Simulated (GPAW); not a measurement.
## Ballistic transport through a Pt chain with an Au atom on top of one atom, from relaxation to T(E)

How well does a Pt chain with an Au atom on top of one atom conduct once its atoms have relaxed, and how much do cheaper levels lose?

Main program and level: GPAW 26.7.0; GPAW LCAO, PAW setups; relaxation of the junction within the symmetry of its start, lead ends held, in the first sound run; inputs show where later runs differ.

## Step 1: Starting point

The cell holds 18 atoms: 17 Pt and 1 Au. Its edges and angles: a = 9.000 Å, b = 9.000 Å, c = 40.800 Å, α = 90.0°, β = 90.0°, γ = 90.0°. Regions: left lead, 8 atoms (8 Pt); channel, 2 atoms (1 Pt and 1 Au); right lead, 8 atoms (8 Pt). Vacuum lies along a and b. The structure is stacked along c, and the current runs across the ab planes.

## Step 2: Relaxation

Transmission follows bond lengths closely, so the atoms between the held lead ends are relaxed first, within whatever symmetry the start has.

Input file run.py:

```python
import json
from ase import Atoms
from ase.constraints import FixAtoms
from ase.optimize import BFGS
from gpaw import GPAW, FermiDirac

device = Atoms(
    ['Pt', 'Pt', 'Pt', 'Pt', 'Pt', 'Pt', 'Pt', 'Pt', 'Pt', 'Au', 'Pt', 'Pt', 'Pt', 'Pt', 'Pt', 'Pt', 'Pt', 'Pt'],
    positions=[
        [4.50000, 4.50000, 1.20000],
        [4.50000, 4.50000, 3.60000],
        [4.50000, 4.50000, 6.00000],
        [4.50000, 4.50000, 8.40000],
        [4.50000, 4.50000, 10.80000],
        [4.50000, 4.50000, 13.20000],
        [4.50000, 4.50000, 15.60000],
        [4.50000, 4.50000, 18.00000],
        [4.50000, 4.50000, 20.40000],
        [6.87660, 4.50000, 20.40000],
        [4.50000, 4.50000, 22.80000],
        [4.50000, 4.50000, 25.20000],
        [4.50000, 4.50000, 27.60000],
        [4.50000, 4.50000, 30.00000],
        [4.50000, 4.50000, 32.40000],
        [4.50000, 4.50000, 34.80000],
        [4.50000, 4.50000, 37.20000],
        [4.50000, 4.50000, 39.60000]],
    cell=[[9.0, 0.0, 0.0], [0.0, 9.0, 0.0], [0.0, 0.0, 40.8]],
    pbc=True)

device.set_constraint(FixAtoms([0, 1, 2, 3, 4, 5, 6, 11, 12, 13, 14, 15, 16, 17]))
device.calc = GPAW(mode='lcao', basis='dzp', xc='PBE', h=0.18,
                   kpts={'size': (1, 1, 2), 'gamma': True},
                   symmetry={'tolerance': 1e-3, 'extra_ids': [1, 1, 1, 1, 1, 1, 1, 0, 0, 0, 0, 1, 1, 1, 1, 1, 1, 1]},
                   occupations=FermiDirac(0.1), maxiter=250,
                   mixer=dict(beta=0.1, nmaxold=8, weight=100.0),
                   convergence=dict(density=0.0001), txt='relax.txt')
path = []
opt = BFGS(device, maxstep=0.15)
opt.attach(lambda: path.append((device.get_potential_energy(), device.positions.tolist(), device.get_forces().tolist())))
relaxed = bool(opt.run(fmax=0.05, steps=50))
json.dump(dict(relaxed=relaxed, path=path, positions=device.positions.tolist(), moments=device.get_magnetic_moments().tolist(),
               forces=device.get_forces(apply_constraint=False).tolist()), open('result.json', 'w'))
```

Run with:

```bash
OMP_NUM_THREADS=1 OPENBLAS_NUM_THREADS=1 python run.py
```

The program printed:

```text
Step          Energy          fmax
BFGS:    0      -51.819612        2.784982
BFGS:    1      -51.980737        1.379627
BFGS:    2      -52.040541        0.555997
BFGS:    3      -52.053991        0.396363
BFGS:    4      -52.070595        0.631159
BFGS:    5      -52.156363        1.559569
BFGS:    6      -52.258190        1.959187
BFGS:    7      -52.310081        2.024796
BFGS:    8      -52.363030        2.018657
BFGS:    9      -52.912850        1.544101
BFGS:   10      -53.007276        0.811198
BFGS:   11      -53.046619        1.005051
BFGS:   12      -53.079997        0.805221
BFGS:   13      -53.169147        0.577116
BFGS:   14      -53.191480        0.229671
BFGS:   15      -53.194418        0.048496
```

It took 37 min on 1 thread of Arm Neoverse V1, shared host; peak memory 2.1 GiB.

Relaxation path:

```csv
step,energy less that of the first step (eV),largest force (eV/Å)
1,0.0000,2.7850
2,-0.1627,1.3796
3,-0.2235,0.5560
4,-0.2370,0.3964
5,-0.2534,0.6312
6,-0.3264,1.5596
7,-0.4039,1.9592
8,-0.4342,2.0248
9,-0.4875,2.0187
10,-1.0211,1.5441
11,-1.0917,0.8112
12,-1.1412,1.0051
13,-1.1786,0.8052
14,-1.2879,0.5771
15,-1.2985,0.2297
16,-1.3020,0.0485
```

The atoms that moved most (Å):

```csv
atom,dx,dy,dz,length
Pt8,0.550,0.000,0.055,0.553
Pt11,0.550,0.000,-0.055,0.553
Pt9,-0.512,0.000,0.000,0.512
Au10,-0.289,0.000,0.000,0.289
```

The relaxation lowered the energy of the cell by 1.30 eV (energies extrapolated to zero smearing; the optimiser's log prints free energies). The largest force left on a free atom is 0.048 eV/Å.

## Step 3: Double-zeta polarised basis

Localised orbitals split the wire into layers that couple to their neighbours alone, which is what the Green's function method needs; double zeta with polarisation is the usual level for numbers.

This step: GPAW LCAO, PAW setups; Landauer transmission from Green's functions with principal layers (ASE), zero bias (GPAW 26.7.0).

Input file run.py:

```python
import json
import numpy as np
from ase import Atoms
from ase.transport.calculators import TransportCalculator
from gpaw import GPAW, FermiDirac
from gpaw.lcao.tools import get_lcao_hamiltonian
from scipy.linalg import eigh

# The junction with lead layers at both ends, along the third cell vector
device = Atoms(
    ['Pt', 'Pt', 'Pt', 'Pt', 'Pt', 'Pt', 'Pt', 'Pt', 'Pt', 'Au', 'Pt', 'Pt', 'Pt', 'Pt', 'Pt', 'Pt', 'Pt', 'Pt'],
    positions=[
        [4.50000, 4.50000, 1.20000],
        [4.50000, 4.50000, 3.60000],
        [4.50000, 4.50000, 6.00000],
        [4.50000, 4.50000, 8.40000],
        [4.50000, 4.50000, 10.80000],
        [4.50000, 4.50000, 13.20000],
        [4.50000, 4.50000, 15.60000],
        [5.05043, 4.50000, 18.05540],
        [3.98787, 4.50000, 20.40000],
        [6.58719, 4.50000, 20.40000],
        [5.05043, 4.50000, 22.74460],
        [4.50000, 4.50000, 25.20000],
        [4.50000, 4.50000, 27.60000],
        [4.50000, 4.50000, 30.00000],
        [4.50000, 4.50000, 32.40000],
        [4.50000, 4.50000, 34.80000],
        [4.50000, 4.50000, 37.20000],
        [4.50000, 4.50000, 39.60000]],
    cell=[[9.0, 0.0, 0.0], [0.0, 9.0, 0.0], [0.0, 0.0, 40.8]],
    pbc=True)

# One principal layer of the lead: the first 5 atoms of the device
lead = Atoms(
    ['Pt', 'Pt', 'Pt', 'Pt', 'Pt'],
    positions=[
        [4.50000, 4.50000, 1.20000],
        [4.50000, 4.50000, 3.60000],
        [4.50000, 4.50000, 6.00000],
        [4.50000, 4.50000, 8.40000],
        [4.50000, 4.50000, 10.80000]],
    cell=[[9.0, 0.0, 0.0], [0.0, 9.0, 0.0], [0.0, 0.0, 12.0]],
    pbc=True)

settings = dict(mode='lcao', basis='dzp', xc='PBE', h=0.2,
                occupations=FermiDirac(0.1), maxiter=250,
                mixer=dict(beta=0.1, nmaxold=8, weight=100.0),
                convergence=dict(density=0.0001))
energies = np.arange(-2, 2 + 1e-9, 0.025)
eta = 0.0001
n1, n2 = 1, 1
# k and -k transmit alike, so half of the mesh across the current serves
mesh = [(i, j) for i in range(n1) for j in range(n2) if (i, j) <= (-i % n1, -j % n2)]
weights = np.array([1 if (i, j) == (-i % n1, -j % n2) else 2 for i, j in mesh]) / (n1 * n2)

# [... helper functions left out ...]
fermi_lead = ground_state(lead, (1, 1, 10), 'lead.txt')
fermi_device = ground_state(device, (1, 1, 2), 'device.txt')
# [... loop over the mesh left out, but for ...]
        # Shift the lead onto the potential of the device's first layer
        shift = ((H[:, 0, 0] - H0[:, 0, 0]) / S0[0, 0]).real.mean()
# [...]
kT = 8.617333e-5 * 300
bias = [0.1, 0.2, 0.5, 1.0, 1.5, 2.0]
# [... integrals and printing left out ...]
```

The program printed:

```text
basis functions: device 474, principal layer 135
Fermi level: lead -4.5367 eV, device -4.3616 eV; lead shifted by -0.0009 eV
largest coupling past the next layer 8.09e-06 eV, largest misfit of the first layer 0.092 eV
  E-E_F (eV)   T (one spin)  [channel counts left out]
    -2.000    1.7808e+00
    -1.975    1.5299e+00
    -1.950    1.3974e+00
    -1.925    1.3235e+00
    -1.900    1.2810e+00
    -1.875    1.2575e+00
    -1.850    1.2467e+00
    -1.825    1.2451e+00
    -1.800    1.2506e+00
    -1.775    1.2616e+00
    -1.750    1.2773e+00
    -1.725    1.2967e+00
    -1.700    1.3195e+00
    -1.675    1.3451e+00
    -1.650    1.3732e+00
    -1.625    1.4035e+00
[...]
1.825    9.7400e-01
     1.850    9.6904e-01
     1.875    9.6387e-01
     1.900    9.5855e-01
     1.925    9.5309e-01
     1.950    9.4752e-01
     1.975    9.4186e-01
     2.000    9.3613e-01
conductance at 300 K: 2.0475 G0 a cell; thermopower 21.49 uV/K
current from the zero-bias T(E) at 0.1 V: 15.884 uA
current from the zero-bias T(E) at 0.2 V: 31.8 uA
current from the zero-bias T(E) at 0.5 V: 74.675 uA
current from the zero-bias T(E) at 1.0 V: 150.19 uA
current from the zero-bias T(E) at 1.5 V: 233.57 uA
current from the zero-bias T(E) at 2.0 V: 305.23 uA
```

It took 5.2 min on 1 thread; peak memory 1.6 GiB.

Numbers from this step:

```yaml
conductance: 2.047 G₀
thermopower: 21.49 μV/K
largest_coupling_past_the_next_principal_layer: 8.09e-6 eV
largest_misfit_of_the_first_principal_layer: 0.09155 eV
shift_that_aligns_the_lead: -8.52e-4 eV
basis_functions_of_the_junction: 474
basis_functions_of_a_principal_layer: 135
transmission_at_the_fermi_level_one_spin: 2.037
```

One spin. Transmission, zone mean against energy, zero at the Fermi level:

energy (eV), transmission, zone mean and a bar:
```
   -2.000       1.78 ##############
   -1.900       1.28 ##########
   -1.800       1.25 ##########
   -1.700       1.32 ##########
   -1.600       1.44 ###########
   -1.500       1.83 ##############
   -1.400       2.33 ##################
   -1.300       2.78 ######################
   -1.200       2.86 ######################
   -1.100       2.96 #######################
   -1.000       3.08 ########################
   -0.900       3.29 ##########################
   -0.800       3.82 ##############################
   -0.700       3.55 ############################
   -0.600       3.59 ############################
   -0.500       3.55 ############################
   -0.400       3.33 ##########################
   -0.300       2.29 ##################
   -0.200       2.30 ##################
   -0.125       2.79 ######################
   -0.100       2.71 #####################
    0.000       2.04 ################
    0.100       1.48 ###########
    0.200       1.18 #########
    0.300       1.04 ########
    0.400       0.97 #######
    0.500       0.91 #######
    0.600       0.81 ######
    0.700       0.59 ####
    0.800       0.37 ###
    0.900       0.22 #
    1.000       0.05 
    1.100       0.03 
    1.200       0.35 ##
    1.300       0.71 #####
    1.400       0.90 #######
    1.500       0.98 #######
    1.600       1.00 ########
    1.700       0.99 ########
    1.800       0.98 #######
    1.900       0.96 #######
    2.000       0.94 #######
```

Not self-consistent under bias; the bias window is split evenly. Table of current through one cell, from the zero-bias transmission by bias:

```csv
bias (V),"current through one cell, from the zero-bias transmission (μA)"
0.100,15.9
0.200,31.8
0.500,74.7
1.000,150
1.500,234
2.000,305
```

The transmission of the three most open eigenchannels by energy, zero at the Fermi level:

```csv
energy (eV),channel 1,channel 2,channel 3
-2.000,0.698,0.581,0.501
-1.900,0.625,0.486,0.170
-1.800,0.648,0.483,0.119
-1.700,0.710,0.491,0.119
-1.600,0.783,0.500,0.151
-1.500,0.855,0.542,0.314
-1.400,0.917,0.684,0.591
-1.300,0.991,0.971,0.644
-1.200,0.982,0.947,0.689
-1.100,0.990,0.912,0.715
-1.000,0.979,0.844,0.657
-0.900,0.869,0.747,0.585
-0.800,0.987,0.908,0.813
-0.700,0.976,0.886,0.788
-0.600,0.992,0.945,0.778
-0.500,0.979,0.953,0.902
-0.400,0.991,0.956,0.919
-0.300,0.942,0.817,0.315
-0.200,0.965,0.901,0.430
-0.100,0.983,0.977,0.714
0.000,0.951,0.646,0.401
0.100,0.908,0.436,0.106
0.200,0.858,0.304,0.0202
0.300,0.782,0.209,0.0461
0.400,0.740,0.139,0.0911
0.500,0.697,0.123,0.0879
0.600,0.635,0.125,0.0477
0.700,0.524,0.0542,0.0105
0.800,0.374,4.1e-7,6.1e-10
0.900,0.221,4.1e-7,3.9e-11
1.000,0.0464,4.1e-7,2.7e-11
1.100,0.0316,4.2e-7,8.8e-12
1.200,0.348,4.2e-7,0
1.300,0.710,4.2e-7,0
1.400,0.904,4.3e-7,0
1.500,0.979,4.3e-7,0
1.600,0.999,4.3e-7,0
1.700,0.994,4.3e-7,0
1.800,0.979,4.4e-7,0
1.900,0.959,4.4e-7,0
2.000,0.936,4.4e-7,0
```

Couplings past the next layer reach 8.1e-6 eV, small enough to drop; the matrix elements of the cell's first layer differ from the bulk lead's by up to 0.092 eV. That layer keeps its own values in the calculation, and only beyond it is the lead taken as perfect. The Fermi levels of lead and junction count from different zeros of potential, one for each periodic cell; with both set to zero, the small remaining shift is what aligns them. Without spin-orbit coupling, which is large for these atoms, channel counts and T are those of the scalar-relativistic bands. By hand: G = 2.047 × 77.48 μS = 159 μS, a resistance of 6.30 kΩ; at 0.1 V a linear junction would pass 15.9 μA, and the integral over the bias window gives 15.9 μA. Mott's formula, S = -(π²/3)(k_B²T/e) d ln T/dE, has the prefactor 7.33 μV/K·eV at 300 K; T = 2.206 at -0.025 eV and 1.877 at 0.025 eV give a slope of -3.23 per eV and S = 23.6 μV/K, beside 21.5 μV/K from the thermal integral, which interpolates the same grid.

## Step 4: Single-zeta polarised basis

The second zeta is dropped, the polarisation orbitals stay.

Changes to run.py since step 3:

```diff
@@ -45,3 +45,3 @@
 
-settings = dict(mode='lcao', basis='dzp', xc='PBE', h=0.2,
+settings = dict(mode='lcao', basis='szp(dzp)', xc='PBE', h=0.2,
                 occupations=FermiDirac(0.1), maxiter=250,
```

The program printed:

```text
basis functions: device 264, principal layer 75
Fermi level: lead -4.6629 eV, device -4.4529 eV; lead shifted by -0.0034 eV
largest coupling past the next layer 8.13e-06 eV, largest misfit of the first layer 0.083 eV
  E-E_F (eV)   T (one spin)  [channel counts left out]
    -2.000    1.5557e+00
    -1.975    1.4155e+00
    -1.950    1.3334e+00
    -1.925    1.2839e+00
    -1.900    1.2547e+00
    -1.875    1.2392e+00
    -1.850    1.2337e+00
    -1.825    1.2357e+00
    -1.800    1.2439e+00
    -1.775    1.2570e+00
    -1.750    1.2743e+00
    -1.725    1.2952e+00
    -1.700    1.3194e+00
    -1.675    1.3465e+00
    -1.650    1.3764e+00
    -1.625    1.4092e+00
[...]
1.825    9.8294e-01
     1.850    9.7860e-01
     1.875    9.7399e-01
     1.900    9.6916e-01
     1.925    9.6415e-01
     1.950    9.5900e-01
     1.975    9.5373e-01
     2.000    9.4837e-01
conductance at 300 K: 2.0722 G0 a cell; thermopower 21.35 uV/K
current from the zero-bias T(E) at 0.1 V: 16.071 uA
current from the zero-bias T(E) at 0.2 V: 32.151 uA
current from the zero-bias T(E) at 0.5 V: 75.216 uA
current from the zero-bias T(E) at 1.0 V: 149.48 uA
current from the zero-bias T(E) at 1.5 V: 231.74 uA
current from the zero-bias T(E) at 2.0 V: 300.28 uA
```

The job ended after 2.7 min (1 thread; peak memory 1.5 GiB).

Numbers from this step:

* conductance: 2.072 G₀
* thermopower: 21.35 μV/K
* largest coupling past the next principal layer: 8.13e-6 eV
* largest misfit of the first principal layer: 0.08260 eV
* shift that aligns the lead: -0.003387 eV
* basis functions of the junction: 264
* basis functions of a principal layer: 75
* transmission at the Fermi level (one spin): 2.064

One spin. The transmission, zone mean by energy, zero at the Fermi level:

energy (eV), transmission, zone mean and a bar:
```
   -2.000       1.56 #############
   -1.900       1.25 ##########
   -1.800       1.24 ##########
   -1.700       1.32 ###########
   -1.600       1.45 ############
   -1.500       1.64 #############
   -1.400       2.34 ###################
   -1.300       2.70 ######################
   -1.200       2.79 #######################
   -1.100       2.85 #######################
   -1.000       2.90 ########################
   -0.900       3.03 #########################
   -0.800       3.64 ##############################
   -0.775       3.67 ##############################
   -0.700       3.50 #############################
   -0.600       3.64 ##############################
   -0.500       3.58 #############################
   -0.400       3.33 ###########################
   -0.300       2.18 ##################
   -0.200       2.32 ###################
   -0.125       2.82 #######################
   -0.100       2.73 ######################
    0.000       2.06 #################
    0.100       1.49 ############
    0.200       1.17 ##########
    0.300       0.99 ########
    0.400       0.92 ########
    0.500       0.85 #######
    0.600       0.73 ######
    0.700       0.51 ####
    0.800       0.44 ####
    0.900       0.29 ##
    1.000       0.11 #
    1.100       0.00 
    1.200       0.19 ##
    1.300       0.58 #####
    1.400       0.84 #######
    1.500       0.96 ########
    1.600       0.99 ########
    1.700       1.00 ########
    1.800       0.99 ########
    1.900       0.97 ########
    2.000       0.95 ########
```

Not self-consistent under bias; the bias window is split evenly. Table of current through one cell, from the zero-bias transmission by bias:

```csv
bias (V),"current through one cell, from the zero-bias transmission (μA)"
0.100,16.1
0.200,32.2
0.500,75.2
1.000,149
1.500,232
2.000,300
```

Table of transmission of the three most open eigenchannels by energy, zero at the Fermi level:

```csv
energy (eV),channel 1,channel 2,channel 3
-2.000,0.698,0.464,0.393
-1.900,0.642,0.450,0.162
-1.800,0.670,0.448,0.126
-1.700,0.733,0.455,0.132
-1.600,0.805,0.467,0.172
-1.500,0.874,0.474,0.290
-1.400,0.933,0.763,0.535
-1.300,0.992,0.981,0.593
-1.200,0.988,0.968,0.637
-1.100,0.979,0.913,0.677
-1.000,0.966,0.799,0.632
-0.900,0.859,0.670,0.532
-0.800,0.956,0.868,0.753
-0.700,0.961,0.852,0.769
-0.600,0.994,0.928,0.782
-0.500,0.984,0.973,0.881
-0.400,0.994,0.936,0.916
-0.300,0.948,0.770,0.230
-0.200,0.970,0.917,0.433
-0.100,0.978,0.972,0.752
0.000,0.943,0.643,0.442
0.100,0.898,0.437,0.131
0.200,0.845,0.302,0.0154
0.300,0.766,0.201,0.0273
0.400,0.737,0.127,0.0593
0.500,0.697,0.0790,0.0742
0.600,0.632,0.0693,0.0329
0.700,0.513,3.4e-8,9.5e-9
0.800,0.436,3.5e-8,4.3e-11
0.900,0.293,3.5e-8,4.8e-12
1.000,0.110,3.5e-8,2.4e-12
1.100,1.3e-4,3.7e-8,5.1e-10
1.200,0.193,3.6e-8,0
1.300,0.581,3.6e-8,0
1.400,0.842,3.6e-8,0
1.500,0.956,3.6e-8,0
1.600,0.994,3.6e-8,0
1.700,0.998,3.6e-8,0
1.800,0.987,3.6e-8,0
1.900,0.969,3.7e-8,0
2.000,0.948,3.7e-8,0
```

The conductance, 2.07 G₀, lies 1.2 % above that of the dzp run.

## Step 5: Minimal basis

The minimal basis is the cheapest rung: no second zeta and no polarisation.

Changes to run.py since step 4:

```diff
@@ -45,3 +45,3 @@
 
-settings = dict(mode='lcao', basis='szp(dzp)', xc='PBE', h=0.2,
+settings = dict(mode='lcao', basis='sz(dzp)', xc='PBE', h=0.2,
                 occupations=FermiDirac(0.1), maxiter=250,
```

The program printed:

```text
basis functions: device 210, principal layer 60
Fermi level: lead -4.6766 eV, device -4.4575 eV; lead shifted by -0.0036 eV
largest coupling past the next layer 8.11e-06 eV, largest misfit of the first layer 0.031 eV
  E-E_F (eV)   T (one spin)  [channel counts left out]
    -2.000    1.3141e+00
    -1.975    1.2710e+00
    -1.950    1.2448e+00
[...]
1.975    9.5590e-01
     2.000    9.5052e-01
conductance at 300 K: 2.021 G0 a cell; thermopower 21.85 uV/K
current from the zero-bias T(E) at 0.1 V: 15.682 uA
current from the zero-bias T(E) at 0.2 V: 31.387 uA
current from the zero-bias T(E) at 0.5 V: 73.362 uA
current from the zero-bias T(E) at 1.0 V: 148.65 uA
current from the zero-bias T(E) at 1.5 V: 230.63 uA
current from the zero-bias T(E) at 2.0 V: 297.81 uA
```

Run time: 1.8 min. Hardware: 1 thread; peak memory 1.4 GiB.

Numbers from this step:

```
conductance                                    : 2.021 G₀
thermopower                                    : 21.85 μV/K
largest coupling past the next principal layer : 8.11e-6 eV
largest misfit of the first principal layer    : 0.03099 eV
shift that aligns the lead                     : -0.003621 eV
basis functions of the junction                : 210
basis functions of a principal layer           : 60
transmission at the Fermi level (one spin)     : 2.008
```

One spin. Transmission, zone mean against energy, zero at the Fermi level:

```csv
energy (eV),"transmission, zone mean"
-2.000,1.31
-1.900,1.22
-1.800,1.26
-1.700,1.36
-1.600,1.50
-1.500,2.30
-1.400,2.48
-1.300,2.74
-1.200,2.79
-1.100,2.85
-1.000,2.86
-0.900,3.00
-0.800,3.45
-0.750,3.69
-0.700,3.57
-0.600,3.60
-0.500,3.60
-0.400,3.36
-0.300,2.34
-0.200,2.21
-0.125,2.74
-0.100,2.69
0.000,2.01
0.100,1.45
0.200,1.16
0.300,0.994
0.400,0.917
0.500,0.836
0.600,0.702
0.700,0.516
0.800,0.435
0.900,0.297
1.000,0.122
1.100,8.8e-4
1.200,0.148
1.300,0.525
1.400,0.811
1.500,0.945
1.600,0.991
1.700,0.999
1.800,0.989
1.900,0.971
2.000,0.951
```

The conductance, 2.02 G₀, lies 1.3 % below that of the dzp run.

(Continued in part 2 of 2.)

[Logs are printed without paths, hosts, clocks, repeated set-up lines and the standing remarks that a program may print on its own settings, such as how far it seeks lower states.]

[Hosts, paths, dates, database ids (printed as entryN), source tags and the programs' standing remarks are cut or masked in the printed files.]
